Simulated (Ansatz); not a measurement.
# How many bands does the GW gap of NaSrCeSbO6 (F-43m) need?

Wanted: a G0W0 gap for NaSrCeSbO6 (F-43m) that is converged in bands and cutoff, or an estimate of the limit.

Calculated with Ansatz 0.2.0; G0W0 on PBE, plane waves, PAW; PAW set soft_1.

Most raw output is cut from this account.

In doubt: one-shot GW on d or f shells is unsure (steps 2, 3, 4, 5, 6, 7), so the values of those runs are not to be relied on.

## Step 1: Starting point

The structure is cubic, space group F-43m (No. 216). The conventional cell has a = 8.420 Å, b = 8.420 Å, c = 8.420 Å, α = 90.00°, β = 90.00°, γ = 90.00°. Nearest to Na lie 12 O at 2.98 Å. Nearest to Sr lie 12 O at 2.98 Å. Nearest to Ce lie 6 O at 2.21 Å. Nearest to Sb lie 6 O at 2.00 Å. Nearest to O lie 1 Sb at 2.00 Å and 1 Ce at 2.21 Å and 2 Sr at 2.98 Å and 2 Na at 2.98 Å. Farther neighbours and most contacts between anions are not listed.

The cell and positions are those that the Materials Project relaxed with its own functionals (PBE, PBE+U or r2SCAN), kept fixed. Spin-orbit coupling is left out unless a step names it.

## Step 2: 134 empty bands, screening to 54 eV

G0W0 replaces the xc potential by the self-energy, built once from these orbitals. Only a window of levels is corrected, while the sums run over the empty bands that the input names. This step takes PAW set soft_1 files.

The input, input.yaml:

```yaml
crystal:
  lattice:
    - [0.0, 4.20998119, 4.20998119]
    - [4.20998119, 0.0, 4.20998119]
    - [4.20998119, 4.20998119, 0.0]
  atoms:
    - { symbol: Na, position: [0.75, 0.75, 0.75] }
    - { symbol: Sr, position: [0.25, 0.25, 0.25] }
    - { symbol: Ce, position: [0.0, 0.0, 0.0] }
    - { symbol: Sb, position: [0.5, 0.5, 0.5] }
    - { symbol: O, position: [0.73748545, 0.26251455, 0.26251455] }
    - { symbol: O, position: [0.26251455, 0.73748545, 0.73748545] }
    - { symbol: O, position: [0.73748545, 0.73748545, 0.26251455] }
    - { symbol: O, position: [0.26251455, 0.26251455, 0.73748545] }
    - { symbol: O, position: [0.26251455, 0.73748545, 0.26251455] }
    - { symbol: O, position: [0.73748545, 0.26251455, 0.73748545] }
kpoints:
  mp_grid: { grid: [4, 4, 4] }
hamiltonian:
  xc: pbe
  pseudopotentials: { kind: paw, azcp: { folder: soft_1 } }
scf:
  occupations: { method: fixed }
gw:
  n_empty_bands: 134
  ecut_chi: 54
  qp_bands: [v3, c3]
  qp_kpoints: band_edges
  screening: { model: contour_deformation }
```

Command:

```
ansatz run input.yaml --threads 2 --pin off --max-ram 92160MiB --backend cuda --events-out ev --progress --plain --runs-dir out --devices 1 --max-vram 13GiB
```

It took 27 s on 1 × NVIDIA H100 80GB HBM3 (shared by 6 runs) with 2 threads of AMD EPYC 7R13 (Zen 3), shared host; peak memory 1.2 GiB; 35 s of CPU time.

Numbers from this step:

| Item | Value |
| --- | --- |
| bands summed | 175 |
| RPA ε∞ on this mesh (eigenvalues) | 4.460, 4.460, 4.460 |
| plane waves in the screening matrix | 137 |
| q-points in the mesh | 64 |
| G0W0 gap on the mesh | 4.965 eV |
| k of the valence top | 0, 0, 0 |
| k of the conduction bottom | 0, 0, 0 |
| starting gap on the mesh | 1.998 eV |
| Z at the valence top | 0.7249 |
| Z at the conduction bottom | 0.5919 |
| least direct G0W0 gap on the computed points | 4.965 eV |

The gap on the mesh goes from 2.00 eV to 4.97 eV, a correction of +2.97 eV. The program marks an edge row as in doubt. Between the two edge states, bare exchange in place of the xc potential would open the gap by 20.20 eV, and correlation takes back 17.23 eV.

## Step 3: 380 empty bands, screening to 108 eV

Another rung: the empty bands reach about as high as the screening cutoff, so the two stay in balance.

Changes to input.yaml since step 2:

```diff
@@ -24,4 +24,4 @@
 gw:
-  n_empty_bands: 134
-  ecut_chi: 54
+  n_empty_bands: 380
+  ecut_chi: 108
   qp_bands: [v3, c3]
```

The job ended after 52 s (1 × NVIDIA H100 80GB HBM3 (shared by 6 runs) with 2 threads; peak memory 1.6 GiB; 83 s of CPU time).

Numbers from this step:

* bands summed: 421
* RPA ε∞ on this mesh (eigenvalues): 4.439, 4.439, 4.439
* plane waves in the screening matrix: 339
* q-points in the mesh: 64
* G0W0 gap on the mesh: 4.665 eV
* k of the valence top: 0, 0, 0
* k of the conduction bottom: 0, 0, 0
* starting gap on the mesh: 1.998 eV
* Z at the valence top: 0.7174
* Z at the conduction bottom: 0.5772
* least direct G0W0 gap on the computed points: 4.665 eV

Against the run with 4×4×4 mesh, 134 empty bands, screening to 54 eV, PAW set soft_1 files, the gap moves by −0.30 eV.

## Step 4: 818 empty bands, screening to 180 eV

Changes to input.yaml since step 3:

```diff
@@ -24,4 +24,4 @@
 gw:
-  n_empty_bands: 380
-  ecut_chi: 108
+  n_empty_bands: 818
+  ecut_chi: 180.0
   qp_bands: [v3, c3]
```

It took 72 s on 1 × NVIDIA H100 80GB HBM3 (shared by 6 runs) with 2 threads; peak memory 2.7 GiB; 2 min of CPU time.

This step gave:

| Item | Value |
| --- | --- |
| bands summed | 859 |
| RPA ε∞ on this mesh (eigenvalues) | 4.406, 4.406, 4.406 |
| plane waves in the screening matrix | 869 |
| G0W0 gap on the mesh | 4.593 eV |
| k of the valence top | 0, 0, 0 |
| k of the conduction bottom | 0, 0, 0 |
| starting gap on the mesh | 1.998 eV |
| least direct G0W0 gap on the computed points | 4.593 eV |

Against the run with 4×4×4 mesh, 380 empty bands, screening to 108 eV, PAW set soft_1 files, the gap moves by −0.07 eV.

## Step 5: Changing the k mesh: 2×2×2 mesh, 380 empty bands, screening to 108 eV, PAW set soft_1 files

Only the mesh changes. It samples the long-range screening, which converges on its own terms. Bands and cutoff differ from the step before, so it is read against an earlier run that matches them.

Changes to input.yaml since step 4:

```diff
@@ -17,3 +17,3 @@
 kpoints:
-  mp_grid: { grid: [4, 4, 4] }
+  mp_grid: { grid: [2, 2, 2] }
 hamiltonian:
@@ -24,4 +24,4 @@
 gw:
-  n_empty_bands: 818
-  ecut_chi: 180.0
+  n_empty_bands: 380
+  ecut_chi: 108
   qp_bands: [v3, c3]
```

Run time: 10 s. Hardware: 1 × NVIDIA H100 80GB HBM3 (shared by 6 runs) with 2 threads; peak memory 1.2 GiB; 10 s of CPU time.

Numbers from this step:

- bands summed: 421
- RPA ε∞ on this mesh (eigenvalues): 4.482, 4.482, 4.482
- plane waves in the screening matrix: 339
- G0W0 gap on the mesh: 4.741 eV
- k of the valence top: 0, 0, 0
- k of the conduction bottom: 0, 0, 0
- starting gap on the mesh: 2.047 eV
- least direct G0W0 gap on the computed points: 4.741 eV

Against the run with 4×4×4 mesh, 380 empty bands, screening to 108 eV, PAW set soft_1 files, the gap moves by +0.08 eV, while the start moved by +0.05 eV.

## Step 6: Changing the frequency model: 4×4×4 mesh, 818 empty bands, screening to 180 eV, plasmon pole, PAW set soft_1 files

A plasmon pole stands in for the full frequency dependence of the screening; this run shows what that costs in accuracy. Bands and cutoff differ from the step before, so it is read against an earlier run that matches them.

Changes to input.yaml since step 5:

```diff
@@ -17,3 +17,3 @@
 kpoints:
-  mp_grid: { grid: [2, 2, 2] }
+  mp_grid: { grid: [4, 4, 4] }
 hamiltonian:
@@ -24,6 +24,6 @@
 gw:
-  n_empty_bands: 380
-  ecut_chi: 108
+  n_empty_bands: 818
+  ecut_chi: 180.0
   qp_bands: [v3, c3]
   qp_kpoints: band_edges
-  screening: { model: contour_deformation }
+  screening: { model: godby_needs }
```

Wall time 81 s (1 × NVIDIA H100 80GB HBM3 (shared by 6 runs) with 2 threads); peak memory 5.6 GiB.

Numbers from this step:

```
bands summed                                 : 859
plasmon-pole fit frequency                   : 27.53 eV
RPA ε∞ on this mesh (eigenvalues)            : 4.406, 4.406, 4.406
plane waves in the screening matrix          : 869
G0W0 gap on the mesh                         : 5.180 eV
k of the valence top                         : 0, 0, 0
k of the conduction bottom                   : 0, 0, 0
starting gap on the mesh                     : 1.998 eV
least direct G0W0 gap on the computed points : 5.180 eV
```

Against the run with 4×4×4 mesh, 818 empty bands, screening to 180 eV, PAW set soft_1 files, the gap moves by +0.59 eV.

## Step 7: Changing the files and raising the bands: 4×4×4 mesh, 1212 empty bands, screening to 234 eV, hard PAW files

Other atomic data (hard PAW) test the pseudisation: the cutoff goes from 420 to 930 eV and the valence electrons from 82 to 88, which opens shells that were frozen. Bands and screening cutoff change too, so the step is no clean test of the files.

This step: G0W0 on PBE, plane waves, PAW.

Changes to input.yaml since step 6:

```diff
@@ -20,3 +20,3 @@
   xc: pbe
-  pseudopotentials: { kind: paw, azcp: { folder: soft_1 } }
+  pseudopotentials: { kind: paw, source: ansatz }
 scf:
@@ -24,6 +24,6 @@
 gw:
-  n_empty_bands: 818
-  ecut_chi: 180.0
+  n_empty_bands: 1212
+  ecut_chi: 234.0
   qp_bands: [v3, c3]
   qp_kpoints: band_edges
-  screening: { model: godby_needs }
+  screening: { model: contour_deformation }
```

Wall time 1.7 min (1 × NVIDIA H100 80GB HBM3 (shared by 6 runs) with 2 threads); peak memory 5.8 GiB.

This step gave:

- bands summed: 1256
- RPA ε∞ on this mesh (eigenvalues): 4.393, 4.393, 4.393
- plane waves in the screening matrix: 1243
- G0W0 gap on the mesh: 4.753 eV
- k of the valence top: 0, 0, 0
- k of the conduction bottom: 0, 0, 0
- starting gap on the mesh: 2.004 eV
- least direct G0W0 gap on the computed points: 4.753 eV

Against the run with 4×4×4 mesh, 818 empty bands, screening to 180 eV, PAW set soft_1 files, the gap moves by +0.16 eV.

## Step 8: Side by side

Times are wall times on 1 × NVIDIA H100 80GB HBM3 (shared by 6 runs) with 2 threads of AMD EPYC 7R13 (Zen 3), shared host, good to a factor of about two.

```
 mesh           files            frequency  bands summed  cutoff (eV)  start (eV)  G0W0 (eV)     time  host memory (GiB)
4×4×4  PAW set soft_1  contour deformation           175           54       1.998      4.965     27 s                1.2
4×4×4  PAW set soft_1  contour deformation           421          108       1.998      4.665     52 s                1.6
4×4×4  PAW set soft_1  contour deformation           859          180       1.998      4.593     72 s                2.7
2×2×2  PAW set soft_1  contour deformation           421          108       2.047      4.741     10 s                1.2
4×4×4  PAW set soft_1         plasmon pole           859          180       1.998      5.180     81 s                5.6
4×4×4        hard PAW  contour deformation          1256          234       2.004      4.753  1.7 min                5.8
```

How the two edges are built up, in eV (the quasiparticle level is the starting level plus Σx plus Σc less Vxc):

```
      run               edge  start      Σx      Σc     Vxc     Z     QP
175 bands        valence top   7.38  -25.98    5.08  -20.67  0.72   7.15
175 bands  conduction bottom   9.38  -22.46  -12.15  -37.35  0.59  12.12
421 bands        valence top   7.38  -25.98    4.86  -20.67  0.72   6.92
421 bands  conduction bottom   9.38  -22.46  -12.68  -37.35  0.58  11.59
859 bands        valence top   7.38  -25.98    4.63  -20.67  0.71   6.70
859 bands  conduction bottom   9.38  -22.46  -12.97  -37.35  0.57  11.29
```

## Step 9: Results

```yaml
175_bands_54_ev: 4.965 eV
421_bands_108_ev: 4.665 eV
859_bands_180_ev: 4.593 eV
mesh_and_start: 4×4×4, PBE
```

In words: From 175 to 859 bands the gap moves by −0.37 eV while the time grows 2.6-fold. Σc changes by −0.45 eV at the valence top and −0.82 eV at the conduction bottom, so both edges matter. On the 2×2×2 mesh in place of 4×4×4 the gap differs by +0.08 eV, of which +0.05 eV is already in the start. The plasmon-pole model gives +0.59 eV against contour deformation, 23 % of the correction, and saved no time in this program. With hard PAW files and 1256 bands the gap is 4.75 eV. Empty 4f levels lie among the conduction bands. Their place in the start is unsure; it enters the screening, and the edge itself where they lie low. The runs have no spin polarisation. For a closed low-spin shell that is the natural state; where a d or f shell is open it is a constraint, and the gap is then not the crystal's own. The compound holds f electrons or empty f levels, where one-shot G0W0 is unsure. The many-body steps are scalar-relativistic: spin-orbit coupling is not in them. The program marks a band-edge row as in doubt, so the gap is less sure than its digits.

[Paths, hosts, dates, memory and timing lines, banners, echoed tables and standing remarks are left out of the program output.]

[Logs are printed without paths, hosts, clocks, repeated set-up lines and the standing remarks that a program may print on its own settings, such as how far it seeks lower states.]

[Runs of the session that timed out or met a known fault of the program may be left out.]

[Cells called generated may have been cut or substituted from an entry of the Crystallography Open Database or the Materials Project.]

[Hosts, paths, dates, database ids (printed as entryN), source tags and the programs' standing remarks are cut or masked in the printed files.]
